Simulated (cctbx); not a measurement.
**Accept or mend?**

Cell a = 10.4670 Å, b = 10.5400 Å, c = 7.9530 Å, α = 90.00°, β = 128.66°, γ = 90.00°; space group C2/c (no. 15). The compound is CdHgMoF6.

The data are simulated with cctbx, not measured: Ag Kα, λ = 0.56087 Å, to d = 0.8 Å, 50 % of the full sphere, strongest reflection 5000 counts, noise from counting, a 3 % proportional error and a noise floor of 2 counts (s.d.); no absorption, and some extinction, which the refinements don't model.

An anisotropic refinement with weights 1/σ² prints:

```text
Rint 0.031, 652 unique reflections to 0.80 A
cycle     R1     wR2    GooF  max shift (A)
   1  0.0774  0.1881   4.240   0.02568
   2  0.0730  0.1737   3.916   0.00045
final R1 0.0730 wR2 0.1737 GooF 3.916  parameters 36  data/parameter 18.1
atom        x        y        z      Ueq    occ   su(xyz)  su(Uiso or U11)
Hg1    0.00000  0.00000  0.00000   0.0036  1.000  0.00000  0.0006
Cd1    0.25000  0.25000  0.00000   0.0053  1.000  0.00000  0.0011
Mo1    0.50000  0.12451  0.75000   0.0053  1.000  0.00030  0.0012
F1     0.50000  0.30667  0.75000   0.0183  1.000  0.00270  0.0114  NPD
F2     0.33681  0.12911  0.43172   0.0102  1.000  0.00230  0.0063
F3     0.50000  0.94650  0.75000   0.0138  1.000  0.00210  0.0121
difference map: max 19.98 min -2.93 rms 1.02
Q1    0.1847  0.3787  0.2425    8   20.95  1.97 A from Mo1
Q2    0.0000  0.0000  0.0000    4    4.86  0.00 A from Hg1
Q3    0.2500  0.2500  0.0000    4    3.12  0.00 A from Cd1
Q4    0.0000  0.3338  0.2500    4    2.19  0.44 A from Mo1
Q5    0.2002  0.4387  0.3736    8    1.95  1.80 A from Mo1
Q6    0.0496  0.3864  0.2358    8    1.80  0.61 A from Mo1
```

**Question.** Can this result stand? If not, what is the likely fault?

Mend it. The fault: an atom left out, F at (0.3153, 0.1214, 0.7568). Against the right model at the same level, R1 goes from 0.0202 to 0.0730 and GooF from 1.08 to 3.92, U of Hg1 shrinks from 0.0055 to 0.0036 Å², the top difference peak, 20.9 e/Å³, lies 1.97 Å from Mo1 and F1 goes non-positive-definite. Q1 is the missing atom. With scattering power missing, scale and phases suffer, so peaks may also grow on the heavy atoms.

The compound is CdHgMoF6. The right model at the same level gives:

```text
Rint 0.031, 652 unique reflections to 0.80 A
cycle     R1     wR2    GooF  max shift (A)
   1  0.0305  0.0740   1.681   0.00803
   2  0.0202  0.0477   1.083   0.00005
final R1 0.0202 wR2 0.0477 GooF 1.083  parameters 45  data/parameter 14.5
atom        x        y        z      Ueq    occ   su(xyz)  su(Uiso or U11)
Hg1    0.00000  0.00000  0.00000   0.0055  1.000  0.00000  0.0002
Cd1    0.25000  0.25000  0.00000   0.0072  1.000  0.00000  0.0003
Mo1    0.50000  0.12477  0.75000   0.0070  1.000  0.00008  0.0003
F1     0.31621  0.12150  0.75717   0.0115  1.000  0.00065  0.0021
F2     0.50000  0.30449  0.75000   0.0158  1.000  0.00064  0.0031
F3     0.33863  0.12946  0.43515   0.0141  1.000  0.00067  0.0019
F4     0.50000  0.94504  0.75000   0.0121  1.000  0.00056  0.0030
difference map: max 1.05 min -2.13 rms 0.30
Q1    0.0132  0.3111  0.5240    8    1.07  1.51 A from F3
Q2    0.0000  0.4798  0.2500    4    1.05  0.79 A from F4
Q3    0.1492  0.1962  0.7366    8    0.93  1.75 A from Cd1
Q4    0.0743  0.1667  0.5083    8    0.91  1.71 A from F2
Q5    0.2429  0.4652  0.7288    8    0.88  1.43 A from F3
Q6    0.1671  0.1422  0.0475    8    0.86  1.61 A from Cd1
```

The model is made up (kin elements in a known structure type, no relaxation), so it says nothing on whether the phase exists.

[Middle refinement cycles are left out of these outputs.]

[Logs are printed without paths, hosts, clocks, repeated set-up lines and the standing remarks that a program may print on its own settings, such as how far it seeks lower states.]
